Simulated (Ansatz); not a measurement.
# AgF (model cell, started as NiAs type) under biaxial strain, part 3 of 3

How do the modes of AgF (model cell, started as NiAs type) change when it is clamped to substrates of other lattice constants?

Ansatz 0.2.0; DFT PBEsol, scalar-relativistic, plane waves, PAW.

So far, lowest optical zone-centre mode (cm⁻¹): step 5 (modes under strain, biaxial strain 0 %) -27.2; step 7 (biaxial strain -4 %) -39.5; step 9 (biaxial strain -2 %) -36.2.

The structure was built from a prototype and need not be the compound's stable phase.

### Step 11. Modes under strain, biaxial strain 2 %

The zone-centre modes at this strain show which mode softens. No field response is asked, since the mesh shows no gap.

File input.yaml:

```yaml
crystal:
  lattice:
    - [3.0981421837, 2.6289e-06, 0.0]
    - [-1.5490733685, 2.6830685212, 0.0]
    - [0.0, 0.0, 6.7299833107]
  atoms:
    - { symbol: Ag, position: [0.0, 0.0, 0.0] }
    - { symbol: Ag, position: [0.0, 0.0, 0.5] }
    - { symbol: F, position: [0.3333333333, 0.6666666667, 0.25] }
    - { symbol: F, position: [0.6666666667, 0.3333333333, 0.75] }
kpoints:
  mp_grid: { grid: [15, 15, 6] }
hamiltonian:
  xc: pbesol
scf:
  occupations: { method: methfessel_paxton, width: 0.15 }
output:
  eigenvalues: true
phonons:
  method: dfpt
```

Launch:

```console
$ ansatz run input.yaml --threads 8 --pin off --max-ram 14336MiB --backend cpu --events-out ev --progress --plain --runs-dir out
```

Numbers of over 12 decimals in the logs are rounded to 6 here.

What it wrote:

```text
[...]
Crystal: 4 atoms, lattice volume = 55.943 Å³
Basis set: ecut = 420 eV, 1103 PW (Γ), exchange–correlation on 48×48×96 points (8 copies of the dense FFT grid, shifted against one another)
Bands: 32, of which v1, the nominal top of the filled ones, is band 26 counted from 1 (25 counted from 0)
Symmetry: 24 space group operations
k-points: 368 of 1350 (irreducible under 2 space group operations, time reversal used)
[...]
k-point 1: bands = [... 22 lower, 8.7806, 8.7806, 9.4493, 9.4493, 9.6496, 13.3081, 16.1924, 22.0480, ... 2 higher]
  k-point 2: bands = [... 22 lower, 8.9084, 8.9084, 9.3076, 9.3076, 10.2913, 12.2161, 17.5343, 20.5221, ... 2 higher]
  k-point 367: bands = [... 22 lower, 9.0786, 9.1973, 9.2900, 9.8088, 14.0162, 15.2143, 19.2656, 19.7956, ... 2 higher]
[...]
ASR residual: 4.849e-5 → 0.000e0 eV/Å²; symmetrization residual: 1.437e-4 eV/Å²
  ASR residual per site (eV/Å²): 3.38e-5 3.38e-5 4.85e-5 4.85e-5
[...]
[key lines of the parts left out:]
SCF converged after 8 iterations
Free energy (F): -16643.141041 eV
Fermi energy:    10.002577 eV
```

Run time: 2.6 min. Hardware: 8 threads of Arm Neoverse N1, shared host; peak memory 1.9 GiB; 9.2 min of CPU time.

Patterns of degenerate modes are one choice out of their space. Modes at Γ, with each element's share of the kinetic energy:

| mode | frequency (cm⁻¹) | symmetry | Ag % | F % |
| --- | --- | --- | --- | --- |
| 1 | 0.0 | acoustic | 85 | 15 |
| 2 | 0.0 | acoustic | 85 | 15 |
| 3 | 0.0 | acoustic | 85 | 15 |
| 4 | 13.5 | E2g | 0 | 100 |
| 5 | 13.5 | E2g | 0 | 100 |
| 6 | 43.7 | E2u | 100 | 0 |
| 7 | 43.7 | E2u | 100 | 0 |
| 8 | 126.9 | E1u | 15 | 85 |
| 9 | 126.9 | E1u | 15 | 85 |
| 10 | 158.5 | B2u | 100 | 0 |
| 11 | 248.1 | A2u | 15 | 85 |
| 12 | 302.0 | B1g | 0 | 100 |

Displacements in mode 5 (13.5 cm⁻¹), the largest set to 1:
```
Ag1  0.00  0.00  0.00
Ag2  0.00  0.00  0.00
F3  -0.44  1.00  0.00
F4   0.44 -1.00  0.00
```

Displacements in mode 9 (126.9 cm⁻¹), the largest set to 1:
```
Ag1  0.01 -0.18  0.00
Ag2  0.01 -0.18  0.00
F3  -0.04  1.00  0.00
F4  -0.04  1.00  0.00
```

At this strain the lowest optical mode is real, 13.5 cm⁻¹, and the highest optical one lies at 302 cm⁻¹.

Between step 5 and this run (biaxial strain 2 %) the value for the lowest optical zone-centre mode moves from -27.2 cm⁻¹ to 13.5 cm⁻¹.

### Step 12. Relaxing under biaxial strain, biaxial strain 4 %

The plane of a and b is stretched by 4 % and clamped, as on a substrate, and the third edge and the atoms relax.

Changes to input.yaml since step 11:

```diff
@@ -2,5 +2,5 @@
   lattice:
-    - [3.0981421837, 2.6289e-06, 0.0]
-    - [-1.5490733685, 2.6830685212, 0.0]
-    - [0.0, 0.0, 6.7299833107]
+    - [3.1588900697, 2.6804e-06, 0.0]
+    - [-1.5794473562, 2.7356777079, 0.0]
+    - [0.0, 0.0, 6.8643533922]
   atoms:
@@ -17,4 +17,9 @@
 output:
+  forces: true
+  stress: true
   eigenvalues: true
-phonons:
-  method: dfpt
+relax:
+  adjacent_minimum: "off"
+  f_tol: 0.001
+  max_steps: 60
+  cell: { stress_tol: 0.02, fix: [a, b, gamma] }
```

What it wrote:

```text
[...]
Crystal: 4 atoms, lattice volume = 59.320 Å³
Basis set: ecut = 420 eV, 1163 PW (Γ), exchange–correlation on 48×48×96 points (8 copies of the dense FFT grid, shifted against one another)
Bands: 32, of which v1, the nominal top of the filled ones, is band 26 counted from 1 (25 counted from 0)
Symmetry: 24 space group operations
[...]
k-points: 108 of 1350
[...]
--- Relaxed structure (4 steps of the walk, 4 accepted, 2 SCFs on fresh bases) ---
[...]
cell:  # Å, volume = 56.8861 Å³
    - [3.158890, 2.6804320473168836e-6, 0.0]
    - [-1.579447, 2.735678, 0.0]
    - [0.0, 0.0, 6.582739]
  atoms:
    - { symbol: Ag, position: [0, 0, 0] }
    - { symbol: Ag, position: [0, 0, 0.500000] }
    - { symbol: F, position: [0.333333, 0.666667, 0.250000] }
    - { symbol: F, position: [0.666667, 0.333333, 0.750000] }
[key lines of the parts left out:]
SCF converged after 6 iterations
Free energy (F): -16643.127446 eV
Fermi energy:    9.773063 eV
P = ⅓ Tr σ = -0.7594 GPa (-7.594 kbar)
```

The job ended after 35 s (8 threads; peak memory 0.53 GiB; 1.9 min of CPU time).

Step by step:

```
step  energy less that of the first step (eV)  largest force component (eV/Å)  pressure (GPa)  volume (Å³)
   1                                   0.0000                          0.0000           -4.73        59.32
   2                                  -0.0494                          0.0000           -0.76        56.98
   3                                  -0.0494                          0.0000           -0.78        56.99
  4*                                  -0.0447                          0.0000           -0.95        56.99
   5                                  -0.0451                          0.0000           -0.75        56.89
  6*                                  -0.0448                          0.0000           -0.76        56.89
```

Relaxation steps marked * repeat the geometry before them on a plane-wave basis chosen anew for their cell, so energy and pressure can jump there.

Forces are held to the 24 operations that the run works with; a distortion that breaks them can't arise in this run.

```
conventional cell, symmetrised  before  after  change
                         a (Å)   3.159  3.159  +0.0 %
                         b (Å)   3.159  3.159  +0.0 %
                         c (Å)   6.864  6.583  -4.1 %
              volume (Å³/atom)   14.83  14.22  -4.1 %
```

Final coordinates:

```xyz
4
Lattice="3.1589 0.0000 0.0000 -1.5794 2.7357 0.0000 0.0000 0.0000 6.5827" Properties=species:S:1:pos:R:3 pbc="T T T"
Ag    0.0000    0.0000    0.0000
Ag    0.0000    0.0000    3.2914
F     0.0000    1.8238    1.6457
F     1.5794    0.9119    4.9371
```

The clamped plane carries a mean stress of -1.14 GPa, while the normal stress is relaxed to -0.01 GPa.

### Step 13. Side by side

Times are for 8 threads of Arm Neoverse N1, shared host. Results by setting:

```
no.  biaxial strain (%)  third cell edge (Å)  mean stress in the plane (compression positive) (GPa)  gap on the k-mesh (eV)  time  memory (GiB)
  1                  -4                  7.1                                                  3.471                       0  40 s          0.51
  2                  -2                6.987                                                  1.365                       0  33 s          0.52
  3                   2                 6.73                                                 -0.794                       0  36 s          0.53
  4                   4                6.583                                                 -1.136                       0  35 s          0.53
```

### Step 14. Modes under strain, biaxial strain 4 %

The zone-centre modes at this strain show which mode softens. No field response is asked, since the mesh shows no gap.

input.yaml, the sections that differ from step 12:

```yaml
crystal:
  lattice:
    - [3.1588900697, 2.6804e-06, 0.0]
    - [-1.5794473562, 2.7356777079, 0.0]
    - [0.0, 0.0, 6.5827393031]
  atoms:
    - { symbol: Ag, position: [0.0, 0.0, 0.0] }
    - { symbol: Ag, position: [0.0, 0.0, 0.5] }
    - { symbol: F, position: [0.3333333333, 0.6666666667, 0.25] }
    - { symbol: F, position: [0.6666666667, 0.3333333333, 0.75] }
output:
  eigenvalues: true
phonons:
  method: dfpt
# kpoints, hamiltonian, scf: as in step 12
# relax: removed
```

What it wrote:

```text
[...]
Crystal: 4 atoms, lattice volume = 56.886 Å³
Basis set: ecut = 420 eV, 1089 PW (Γ), exchange–correlation on 48×48×96 points (8 copies of the dense FFT grid, shifted against one another)
Bands: 32, of which v1, the nominal top of the filled ones, is band 26 counted from 1 (25 counted from 0)
Symmetry: 24 space group operations
k-points: 368 of 1350 (irreducible under 2 space group operations, time reversal used)
[...]
k-point 1: bands = [... 22 lower, 8.5610, 8.5610, 9.2549, 9.2549, 9.3743, 13.1470, 15.9455, 22.1035, ... 2 higher]
  k-point 2: bands = [... 22 lower, 8.6870, 8.6870, 9.1055, 9.1055, 10.0410, 12.0094, 17.3643, 20.4891, ... 2 higher]
  k-point 367: bands = [... 22 lower, 8.7832, 8.9722, 9.0557, 9.5857, 13.7289, 15.0917, 18.6866, 19.2875, ... 2 higher]
[...]
ASR residual: 3.556e-5 → 0.000e0 eV/Å²; symmetrization residual: 1.563e-4 eV/Å²
  ASR residual per site (eV/Å²): 3.56e-5 3.56e-5 2.93e-5 2.93e-5
[...]
[key lines of the parts left out:]
SCF converged after 8 iterations
Free energy (F): -16643.127446 eV
Fermi energy:    9.773063 eV
```

Wall time 2.3 min (8 threads); peak memory 2 GiB.

Patterns of degenerate modes are one choice out of their space. The modes at Γ (shares of kinetic energy by element, %):

| mode | frequency (cm⁻¹) | symmetry | Ag % | F % |
| --- | --- | --- | --- | --- |
| 1 | 0.0 | acoustic | 85 | 15 |
| 2 | 0.0 | acoustic | 85 | 15 |
| 3 | 0.0 | acoustic | 85 | 15 |
| 4 | 37.5 | E2g | 0 | 100 |
| 5 | 37.5 | E2g | 0 | 100 |
| 6 | 47.1 | E2u | 100 | 0 |
| 7 | 47.1 | E2u | 100 | 0 |
| 8 | 138.4 | E1u | 15 | 85 |
| 9 | 138.4 | E1u | 15 | 85 |
| 10 | 152.9 | B2u | 100 | 0 |
| 11 | 238.0 | A2u | 15 | 85 |
| 12 | 290.7 | B1g | 0 | 100 |

Displacements in mode 5 (37.5 cm⁻¹), the largest set to 1:
```
Ag1  0.00  0.00  0.00
Ag2  0.00  0.00  0.00
F3   0.14 -1.00  0.00
F4  -0.14  1.00  0.00
```

Displacements in mode 8 (138.4 cm⁻¹), the largest set to 1:
```
Ag1  0.00 -0.18  0.00
Ag2  0.00 -0.18  0.00
F3   0.00  1.00  0.00
F4   0.00  1.00  0.00
```

At this strain the lowest optical mode is real, 37.5 cm⁻¹, and the highest optical one lies at 291 cm⁻¹.

For the lowest optical zone-centre mode, step 5 gave -27.2 cm⁻¹; this run, with biaxial strain 4 %, gives 37.5 cm⁻¹.

### Step 15. Comparing the runs

Times are for 8 threads of Arm Neoverse N1, shared host. Results by setting:

```csv
no.,biaxial strain (%),lowest optical zone-centre mode (cm⁻¹),highest optical mode at the zone centre (no LO-TO term) (cm⁻¹),time,memory (GiB)
1,-4,-39.47,337.9,2.3 min,1.8
2,-2,-36.18,325.7,2.3 min,1.9
3,0,-27.17,313.6,2.5 min,1.9
4,2,13.46,302.0,2.6 min,1.9
5,4,37.53,290.7,2.3 min,2.0
```

### Step 16. Outcome

| Property | Result |
| --- | --- |
| lowest optical mode at -4 % strain | -39.5 cm⁻¹ |
| lowest optical mode at -2 % strain | -36.2 cm⁻¹ |
| lowest optical mode at 0 % strain | -27.2 cm⁻¹ |
| lowest optical mode at 2 % strain | 13.5 cm⁻¹ |
| lowest optical mode at 4 % strain | 37.5 cm⁻¹ |

From -4 % to 4 % strain the lowest optical mode goes from -39 to 38 cm⁻¹ (negative means imaginary). A zone-centre mode is imaginary at -4 %, -2 % and 0 % strain, where the symmetry kept in the relaxation would break. The plane of a and b is clamped, as on a substrate, and only the zone centre was solved. With no gap, or one that is small against the smearing, the frequencies hang on the k mesh and the smearing, most of all near Kohn anomalies. A semilocal functional can close a gap that the real compound would have, so the metallic treatment may be an artefact of the level. An optical mode within 15 cm⁻¹ of zero is at the mercy of small errors in the force constants, and even its sign is uncertain. The starting cell was built on a prototype and not taken from a measurement, so the phase need not exist.

[Logs are printed without paths, hosts, clocks, repeated set-up lines and the standing remarks that a program may print on its own settings, such as how far it seeks lower states.]

[Hosts, paths, dates, database ids (printed as entryN), source tags and the programs' standing remarks are cut or masked in the printed files.]
